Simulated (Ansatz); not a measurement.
# CuF (model cell, started as CsCl type): a soft mode frozen in, part 2 of 3

Wanted: the energy along a soft mode of CuF (model cell, started as CsCl type) and the structure at the end.

Ansatz 0.2.0; DFT r2SCAN, scalar-relativistic, plane waves, PAW.

So far, highest frequency on the path or at a solved wavevector (cm⁻¹): step 2 (response at finite wavevector) 273. Also lowest frequency on the path (cm⁻¹): step 2 -134.

The structure was built from a prototype and need not be the compound's stable phase.

### Step 4. The mode frozen in, largest atomic shift 0.45 Å

The atoms are moved along the unstable eigenvector, the largest shift by 0.45 Å, with the cell fixed.

Input file input.yaml:

```yaml
crystal:
  lattice:
    - [2.7384665451, 0.0, 0.0]
    - [0.0, 2.7384665451, 0.0]
    - [0.0, 0.0, 5.4769330902]
  atoms:
    - { symbol: Cu, position: [0.0, 0.0, 0.0] }
    - { symbol: Cu, position: [0.0, 0.0, 0.5] }
    - { symbol: F, position: [0.5, 0.3356744577, 0.25] }
    - { symbol: F, position: [0.5, 0.6643255423, 0.75] }
kpoints:
  mp_grid: { grid: [14, 14, 8] }
hamiltonian:
  xc: r2scan
scf:
  occupations: { method: methfessel_paxton, width: 0.15 }
output:
  forces: true
  stress: true
  eigenvalues: true
```

Run with:

```
$ ansatz run input.yaml --threads 4 --pin off --max-ram 7168MiB --backend cpu --events-out ev --progress --plain --runs-dir out
```

Numbers of over 12 decimals in the logs are rounded to 6 here.

Log:

```text
[...]
Crystal: 4 atoms, lattice volume = 41.073 Å³
Basis set: ecut = 500 eV, 983 PW (Γ), exchange–correlation on 80×80×160 points (64 copies of the dense FFT grid, shifted against one another)
Bands: 32, of which v1, the nominal top of the filled ones, is band 26 counted from 1 (25 counted from 0)
Symmetry: 8 space group operations
[...]
k-points: 320 of 1568
[...]
k-point 0: bands = [... 22 lower, 10.9828, 11.0227, 11.1499, 11.3766, 11.7162, 16.1307, 16.9631, 26.3063, ... 2 higher]
  k-point 1: bands = [... 22 lower, 10.9799, 11.0479, 11.0945, 11.4433, 11.6899, 15.3953, 17.7899, 26.2308, ... 2 higher]
  k-point 2: bands = [... 22 lower, 10.9473, 10.9681, 11.1234, 11.6150, 11.6758, 14.4478, 19.0071, 24.6874, ... 2 higher]
  k-point 319: bands = [... 22 lower, 11.3655, 11.3655, 11.5259, 11.5259, 16.9898, 16.9898, 20.5742, 20.5742, ... 2 higher]
[key lines of the parts left out:]
SCF converged after 9 iterations
Free energy (F): -14879.895601 eV
Fermi energy:    11.747803 eV
P = ⅓ Tr σ = 6.5101 GPa (65.101 kbar)
```

Wall time 11 s (4 threads of Arm Neoverse V1, shared host); peak memory 0.69 GiB.

This step gave:

| Property | Result |
| --- | --- |
| pressure | 6.510 GPa |
| energy from the undistorted cell | -32.49 meV/atom |

The energy, extrapolated to zero smearing, is -32.49 meV/atom against the undistorted cell.

The run ends at a pressure of 6.51 GPa, with forces up to 0.030 eV/Å.

### Step 5. Energy along the mode, all amplitudes (two of the runs are shown above)

An imaginary frequency means negative curvature, so the energy should fall and then rise again as anharmonic terms take over.

Numbers from this step:

- depth at the lowest point sampled: 32.49 meV/atom
- largest atomic shift at that point: 0.45 Å

Table of energy from the parent by largest atomic shift:

```
largest atomic shift (Å)  energy from the parent (meV/atom)
                   0.000                                  0
                   0.040                              -0.53
                   0.080                              -2.07
                   0.140                              -5.95
                   0.220                              -13.3
                   0.320                              -24.5
                   0.450                              -32.5
                   0.600                              -24.0
```

Displacement at unit largest shift by atom:

```
atom  x (Å)  y (Å)  z (Å)  size
 Cu1   0.00   0.00   0.00  0.00
 Cu2   0.00   0.00   0.00  0.00
  F3   0.00  -1.00   0.00  1.00
  F4   0.00   1.00   0.00  1.00
```

The lowest of the steps tried is at 0.45 Å, 32.5 meV/atom below the parent; the bottom of the well need not coincide with a step.

### Step 6. Relaxation from the frozen mode

Starting from the lowest point found, all atoms and the cell are let go, so that strain and other modes of the same symmetry can join in.

input.yaml, as its differences from that of step 4:

```diff
@@ -20 +20,6 @@
   eigenvalues: true
+relax:
+  adjacent_minimum: "off"
+  f_tol: 0.002
+  max_steps: 120
+  cell: { stress_tol: 0.03 }
```

Log:

```text
[...]
Crystal: 4 atoms, lattice volume = 41.073 Å³
Basis set: ecut = 500 eV, 983 PW (Γ), exchange–correlation on 80×80×160 points (64 copies of the dense FFT grid, shifted against one another)
Bands: 32, of which v1, the nominal top of the filled ones, is band 26 counted from 1 (25 counted from 0)
Symmetry: 8 space group operations
[...]
k-points: 320 of 1568
[...]
SCF iter   1: F=—  HF=-14879.953868 eV  |F-HF|=—  |Δ(HF+E_count)|=         —  Δρ=4.30e-2  dr2=4.22e-1  dr2_τ=4.37e-2  ethr=1.77e-3  ⟨swp⟩=4.8  Hψ=34933  notcnv=0  defer=4
[...]
SCF iter   9: F=-14879.895601 eV  HF=-14879.895601 eV  |F-HF|=2.00e-10  |Δ(HF+E_count)|=   3.05e-8  S|Δr|=    0.00e0  Δρ=4.24e-6  dr2=7.01e-9  dr2_τ=5.88e-10  ethr=1.92e-10  ⟨swp⟩=7.9  Hψ=37682  notcnv=0
SCF 1 converged in 9 iterations: F = -14879.895601 eV  dr2 = 7.01e-9
[...]
relax step   1: F+E_penalty+E_count = -14879.89560079 eV  Δ(F+E_penalty+E_count) = +0.000e0 eV  max|allowed force component| = 3.026e-2 eV/Å  Δτ_max = 0.0000 Å  P = +6.510 GPa  Ω = 41.073 Å³  (9 SCF iters, dr2 threshold 1.00e-7 eV, accepted)
Crystal: 4 atoms, lattice volume = 42.594 Å³
Basis set: ecut = 500 eV, 1069 PW (Γ), exchange–correlation on 80×80×160 points (64 copies of the dense FFT grid, shifted against one another)
[...]
SCF iter   8: F=-14879.941831 eV  HF=-14879.941831 eV  |F-HF|=5.99e-8  |Δ(HF+E_count)|=   2.03e-6  S|Δr|=    0.00e0  Δρ=1.71e-5  dr2=5.60e-8  dr2_τ=7.96e-9  ethr=7.69e-10  ⟨swp⟩=6.0  Hψ=42783  notcnv=0
SCF 2 converged in 8 iterations: F = -14879.941831 eV  dr2 = 5.60e-8
relax step   2: F+E_penalty+E_count = -14879.94183085 eV  Δ(F+E_penalty+E_count) = -4.623e-2 eV  max|allowed force component| = 1.099e-1 eV/Å  Δτ_max = 0.0323 Å  P = +2.751 GPa  Ω = 42.594 Å³  energy of the carried Pulay correction = -2.110e-3 eV  (8 SCF iters, dr2 threshold 4.00e-7 eV, accepted)
Crystal: 4 atoms, lattice volume = 44.644 Å³
Basis set: ecut = 500 eV, 1149 PW (Γ), exchange–correlation on 80×80×160 points (64 copies of the dense FFT grid, shifted against one another)
[...]
SCF iter   9: F=-14879.977623 eV  HF=-14879.977623 eV  |F-HF|=3.39e-9  |Δ(HF+E_count)|=   4.00e-7  S|Δr|=    0.00e0  Δρ=8.96e-6  dr2=2.42e-8  dr2_τ=1.14e-9  ethr=7.69e-10  ⟨swp⟩=7.8  Hψ=45536  notcnv=0
SCF 3 converged in 9 iterations: F = -14879.977623 eV  dr2 = 2.42e-8
[...]
relax step   3: F+E_penalty+E_count = -14879.97762345 eV  Δ(F+E_penalty+E_count) = -3.579e-2 eV  max|allowed force component| = 1.742e-1 eV/Å  Δτ_max = 0.0800 Å  P = -0.682 GPa  Ω = 44.644 Å³  energy of the carried Pulay correction = -4.803e-3 eV  (9 SCF iters, dr2 threshold 4.00e-7 eV, accepted)
[... from here on, the SCF cycles and remarks between the steps are left out ...]
relax step   4: F+E_penalty+E_count = -14880.03227863 eV  Δ(F+E_penalty+E_count) = -5.466e-2 eV  max|allowed force component| = 9.066e-2 eV/Å  Δτ_max = 0.2000 Å  P = -0.294 GPa  Ω = 45.927 Å³  energy of the carried Pulay correction = -6.405e-3 eV  (7 SCF iters, dr2 threshold 4.00e-7 eV, accepted)
relax step   5: F+E_penalty+E_count = -14880.06485137 eV  Δ(F+E_penalty+E_count) = -3.257e-2 eV  max|allowed force component| = 6.290e-2 eV/Å  Δτ_max = 0.1789 Å  P = -1.153 GPa  Ω = 47.006 Å³  energy of the carried Pulay correction = -7.706e-3 eV  (7 SCF iters, dr2 threshold 4.00e-7 eV, accepted)
relax step   6: F+E_penalty+E_count = -14880.08133911 eV  Δ(F+E_penalty+E_count) = -1.649e-2 eV  max|allowed force component| = 1.468e-4 eV/Å  Δτ_max = 0.1677 Å  P = -1.247 GPa  Ω = 47.318 Å³  energy of the carried Pulay correction = -8.076e-3 eV  (8 SCF iters, dr2 threshold 4.00e-7 eV, accepted)
relax step   7: F+E_penalty+E_count = -14880.08617976 eV  Δ(F+E_penalty+E_count) = -4.841e-3 eV  max|allowed force component| = 2.251e-2 eV/Å  Δτ_max = 0.0424 Å  P = +0.418 GPa  Ω = 46.748 Å³  energy of the carried Pulay correction = -7.399e-3 eV  (7 SCF iters, dr2 threshold 4.00e-7 eV, accepted)
relax step   8: F+E_penalty+E_count = -14880.08768854 eV  Δ(F+E_penalty+E_count) = -1.509e-3 eV  max|allowed force component| = 1.203e-2 eV/Å  Δτ_max = 0.0341 Å  P = +0.002 GPa  Ω = 46.731 Å³  energy of the carried Pulay correction = -7.378e-3 eV  (7 SCF iters, dr2 threshold 4.00e-7 eV, accepted)
relax step   9: F+E_penalty+E_count = -14880.08857214 eV  Δ(F+E_penalty+E_count) = -8.836e-4 eV  max|allowed force component| = 2.599e-2 eV/Å  Δτ_max = 0.1055 Å  P = -0.394 GPa  Ω = 46.021 Å³  energy of the carried Pulay correction = -6.520e-3 eV  (8 SCF iters, dr2 threshold 7.41e-8 eV, accepted)
relax step  10: F+E_penalty+E_count = -14880.08911282 eV  Δ(F+E_penalty+E_count) = -5.407e-4 eV  max|allowed force component| = 4.736e-3 eV/Å  Δτ_max = 0.0575 Å  P = -0.079 GPa  Ω = 46.467 Å³  energy of the carried Pulay correction = -7.061e-3 eV  (7 SCF iters, dr2 threshold 4.00e-7 eV, accepted)
relax step  11: F+E_penalty+E_count = -14880.08944772 eV  Δ(F+E_penalty+E_count) = -3.349e-4 eV  max|allowed force component| = 1.090e-3 eV/Å  Δτ_max = 0.0159 Å  P = +0.010 GPa  Ω = 46.304 Å³  energy of the carried Pulay correction = -6.864e-3 eV  (7 SCF iters, dr2 threshold 2.31e-8 eV, accepted)
relax step  12: F+E_penalty+E_count = -14880.08945425 eV  Δ(F+E_penalty+E_count) = -6.534e-6 eV  max|allowed force component| = 1.136e-3 eV/Å  Δτ_max = 0.0050 Å  P = -0.015 GPa  Ω = 46.299 Å³  energy of the carried Pulay correction = -6.858e-3 eV  (9 SCF iters, accepted)
relax step  13: F+E_penalty+E_count = -14880.08945955 eV  Δ(F+E_penalty+E_count) = -5.300e-6 eV  max|allowed force component| = 5.815e-5 eV/Å  Δτ_max = 0.0023 Å  P = +0.000 GPa  Ω = 46.297 Å³  energy of the carried Pulay correction = -6.856e-3 eV  (9 SCF iters, accepted)
relax step  14: F+E_penalty+E_count = -14880.10250773 eV  Δ(F+E_penalty+E_count) = -1.305e-2 eV  max|allowed force component| = 5.641e-4 eV/Å  Δτ_max = 0.0000 Å  P = +0.286 GPa  Ω = 46.297 Å³  stress off target by 7.88e-1 GPa  SCF on the basis re-selected at this cell (its energy is not comparable with the rows above)  (8 SCF iters)
relax step  15: F+E_penalty+E_count = -14880.10297207 eV  Δ(F+E_penalty+E_count) = -4.643e-4 eV  max|allowed force component| = 6.533e-3 eV/Å  Δτ_max = 0.0064 Å  P = -0.201 GPa  Ω = 46.430 Å³  energy of the carried Pulay correction = -2.011e-4 eV  (5 SCF iters, dr2 threshold 4.00e-7 eV, accepted)
relax step  16: F+E_penalty+E_count = -14880.10313961 eV  Δ(F+E_penalty+E_count) = -1.675e-4 eV  max|allowed force component| = 6.426e-5 eV/Å  Δτ_max = 0.0016 Å  P = -0.009 GPa  Ω = 46.372 Å³  energy of the carried Pulay correction = -1.301e-4 eV  (4 SCF iters, dr2 threshold 2.60e-7 eV, accepted)
[...]
SCF iter   6: F=-14880.103277 eV  HF=-14880.103277 eV  |F-HF|=7.28e-12  |Δ(HF+E_count)|=  1.82e-11  S|Δr|=    0.00e0  Δρ=1.14e-7  dr2=3.44e-12  dr2_τ=1.69e-13  ethr=1.00e-12  ⟨swp⟩=5.0  Hψ=38198  notcnv=0
SCF 17 converged in 6 iterations: F = -14880.103277 eV  dr2 = 3.44e-12
relax step  17: F+E_penalty+E_count = -14880.10327662 eV  Δ(F+E_penalty+E_count) = -1.370e-4 eV  max|allowed force component| = 2.471e-4 eV/Å  Δτ_max = 0.0000 Å  P = -0.010 GPa  Ω = 46.372 Å³  stress off target by 2.06e-2 GPa  SCF on the basis re-selected at this cell (its energy is not comparable with the rows above)  (6 SCF iters)
[...]
SCF converged after 6 iterations
[...]
Free energy (F): -14880.103277 eV
[...]
Internal energy: -14880.103022 eV  (E = F + TS)
E sigma→0 (E₀):  -14880.103213 eV
Entropy (-TS):   -0.000254 eV (-0.064 meV/atom)
Fermi energy:    9.892244 eV
[...]
--- Forces (eV/Å), atoms counted from 1 ---
  atom   1  Cu     0.00000000     0.00000000    -0.00000000
  atom   2  Cu    -0.00000000     0.00000000     0.00000000
  atom   3  F      0.00000000    -0.00024711     0.00000000
  atom   4  F      0.00000000     0.00024711     0.00000000
  max |Σ_I F_I| component: 3.16e-30 eV/Å
--- Stress (GPa, compression-positive) ---
        0.001627       0.000000       0.000000
        0.000000      -0.010902       0.000000
        0.000000       0.000000      -0.020566
  P = ⅓ Tr σ = -0.0099 GPa (-0.099 kbar)
--- Band table (eV; the first three rows and the last of 320) ---
  k-point 0: bands = [... 22 lower, 8.6876, 8.7297, 9.2870, 9.2904, 10.0053, 13.5529, 15.2897, 22.5887, ... 2 higher]
  k-point 1: bands = [... 22 lower, 8.7119, 8.7374, 9.1878, 9.4161, 9.9539, 13.0321, 15.9832, 22.6209, ... 2 higher]
  k-point 2: bands = [... 22 lower, 8.6626, 8.8798, 8.9018, 9.7696, 9.8088, 12.2319, 17.2817, 22.7080, ... 2 higher]
  k-point 319: bands = [... 22 lower, 9.0143, 9.0143, 9.1607, 9.1607, 13.7673, 13.7673, 18.0449, 18.0449, ... 2 higher]
--- Relaxed structure (15 steps of the walk, 15 accepted, 2 SCFs on fresh bases) ---
  F+E_penalty+E_count = -14880.10327662 eV   max|allowed force component| = 2.471e-4 eV/Å   (the final SCF, on the basis selected at the relaxed cell)
  cell:  # Å, volume = 46.3720 Å³
    - [3.219980, 0.0, 0.0]
    - [0.0, 2.746170, 0.0]
    - [0.0, 0.0, 5.244147]
  atoms:
    - { symbol: Cu, position: [0, 0, 0] }
    - { symbol: Cu, position: [0, 0.0, 0.5] }
    - { symbol: F, position: [0.5, 0.144358, 0.25] }
    - { symbol: F, position: [0.5, 0.855642, 0.750000] }
```

Run time: 3.4 min. Hardware: 4 threads; peak memory 0.8 GiB; 13 min of CPU time.

The steps of the relaxation:

```
step  energy less that of the first step (eV)  largest force component (eV/Å)  pressure (GPa)  volume (Å³)
   1                                   0.0000                          0.0303            6.51        41.07
   2                                  -0.0462                          0.1099            2.75        42.59
   3                                  -0.0820                          0.1742           -0.68        44.64
   4                                  -0.1367                          0.0907           -0.29        45.93
   5                                  -0.1692                          0.0629           -1.15        47.01
   6                                  -0.1857                          0.0001           -1.25        47.32
   7                                  -0.1906                          0.0225            0.42        46.75
   8                                  -0.1921                          0.0120            0.00        46.73
   9                                  -0.1930                          0.0260           -0.39        46.02
  10                                  -0.1935                          0.0047           -0.08        46.47
  11                                  -0.1938                          0.0011            0.01        46.30
  12                                  -0.1939                          0.0011           -0.02        46.30
  13                                  -0.1939                          0.0001            0.00        46.30
 14*                                  -0.2069                          0.0006            0.29        46.30
  15                                  -0.2074                          0.0065           -0.20        46.43
  16                                  -0.2075                          0.0001           -0.01        46.37
 17*                                  -0.2077                          0.0002           -0.01        46.37
```

Relaxation steps marked * repeat the geometry before them on a plane-wave basis chosen anew for their cell, so energy and pressure can jump there.

Forces are held to the 8 operations that the run works with; a distortion that breaks them can't arise in this run.

```
     cell as run  before  after   change
           a (Å)   2.738  3.220  +17.6 %
           b (Å)   2.738  2.746   +0.3 %
           c (Å)   5.477  5.244   -4.3 %
volume (Å³/atom)   10.27  11.59  +12.9 %
```

The atoms that moved most (Å, as changes of fractional coordinates times the final cell):

```
atom     dx      dy     dz  length
  F3  0.000  -0.525  0.000   0.525
  F4  0.000   0.525  0.000   0.525
```

The relaxed structure:

```xyz
4
Lattice="3.2200 0.0000 0.0000 0.0000 2.7462 0.0000 0.0000 0.0000 5.2441" Properties=species:S:1:pos:R:3 pbc="T T T"
Cu    0.0000    0.0000    0.0000
Cu    0.0000    0.0000    2.6221
F     1.6100    0.3964    1.3110
F     1.6100    2.3497    3.9331
```

This step gave:

| Quantity | Value |
| --- | --- |
| pressure | -0.009947 GPa |
| volume per atom | 11.59 Å³ |

The distorted start has space group Pmma; the relaxation ends in Pmma.

### Step 7. The new phase in its own primitive cell

The relaxed structure is symmetrised, reduced to its primitive cell and relaxed tightly, as its phonons need.

input.yaml, the sections that differ from step 6:

```yaml
crystal:
  lattice:
    - [5.2441472168, 0.0, 0.0]
    - [0.0, 3.2199796352, 0.0]
    - [0.0, 0.0, 2.7461700594]
  atoms:
    - { symbol: Cu, position: [0.0, 0.0, 0.0] }
    - { symbol: Cu, position: [0.5, 0.0, 0.0] }
    - { symbol: F, position: [0.25, 0.5, 0.8556424658] }
    - { symbol: F, position: [0.75, 0.5, 0.1443575342] }
kpoints:
  mp_grid: { grid: [8, 12, 14] }
relax:
  adjacent_minimum: "off"
  f_tol: 0.001
  max_steps: 60
  cell: { stress_tol: 0.01 }
# hamiltonian, scf, output: as in step 6
```

Log:

```text
[...]
Crystal: 4 atoms, lattice volume = 46.372 Å³
Basis set: ecut = 500 eV, 1159 PW (Γ), exchange–correlation on 160×96×96 points (64 copies of the dense FFT grid, shifted against one another)
Bands: 32, of which v1, the nominal top of the filled ones, is band 26 counted from 1 (25 counted from 0)
Symmetry: 8 space group operations
[...]
k-points: 280 of 1344
[...]
--- Relaxed structure (4 steps of the walk, 4 accepted, 1 SCFs on fresh bases) ---
[...]
cell:  # Å, volume = 46.3570 Å³
    - [5.241885, 0, 0]
    - [0, 3.220655, 0]
    - [0, 0, 2.745893]
  atoms:
    - { symbol: Cu, position: [0, 0, 0] }
    - { symbol: Cu, position: [0.5, 0, 0] }
    - { symbol: F, position: [0.25, 0.5, 0.855485] }
    - { symbol: F, position: [0.750000, 0.5, 0.144515] }
[key lines of the parts left out:]
SCF converged after 6 iterations
Free energy (F): -14880.103436 eV
Fermi energy:    9.895007 eV
P = ⅓ Tr σ = 0.0025 GPa (0.025 kbar)
```

Run time: 60 s. Hardware: 4 threads; peak memory 0.76 GiB.

Little changed from the start: no atom moved by 0.005 Å and no cell edge by 0.1 %.

This step gave:

```yaml
pressure: 0.002509 GPa
```

The largest force component left is 0.25 meV/Å and the pressure is 0.003 GPa, within the tolerances set. The cell now holds 11.59 Å³/atom.

(Part 2 of 3 ends here.)

[Logs are printed without paths, hosts, clocks, repeated set-up lines and the standing remarks that a program may print on its own settings, such as how far it seeks lower states.]

[Hosts, paths, dates, database ids (printed as entryN), source tags and the programs' standing remarks are cut or masked in the printed files.]
